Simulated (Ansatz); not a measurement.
Space group Fddd:1 (No. 70). a = 4.773 Å, b = 8.236 Å, c = 8.523 Å, α = 90.00°, β = 90.00°, γ = 90.00°
| atom | site | symmetry | x | y | z |
| --- | --- | --- | --- | --- | --- |
| Ti | 8b | 222 | 0.5000 | 0.0000 | 0.0000 |
| Si | 16f | .2. | 0.5000 | 0.3330 | 0.0000 |

Problem. What reflectivity and colour does Ansatz, PBE, independent particles, with spin-orbit coupling, line width 0.2 eV (Gaussian), carrier damping 0.2 eV give for this metal?

Solution. Reflectivity along the first axis:

```tsv
E (eV)	R (%)
1.00	51.0
1.25	53.4
1.50	54.4
1.75	50.8
2.00	47.9
2.25	46.2
2.50	45.0
2.75	48.0
3.00	51.5
3.25	51.6
3.50	49.1
3.75	49.2
4.00	51.3
4.25	52.2
4.50	52.9
4.75	55.1
5.00	57.6
```

The colour is light grey: CIE x = 0.317, y = 0.332, luminous reflectivity 49 % under D65, from the mean over the axes. The mesh is 8×8×8, and the carriers' damping is typed.

[Logs are printed without paths, hosts, clocks, repeated set-up lines and the standing remarks that a program may print on its own settings, such as how far it seeks lower states.]
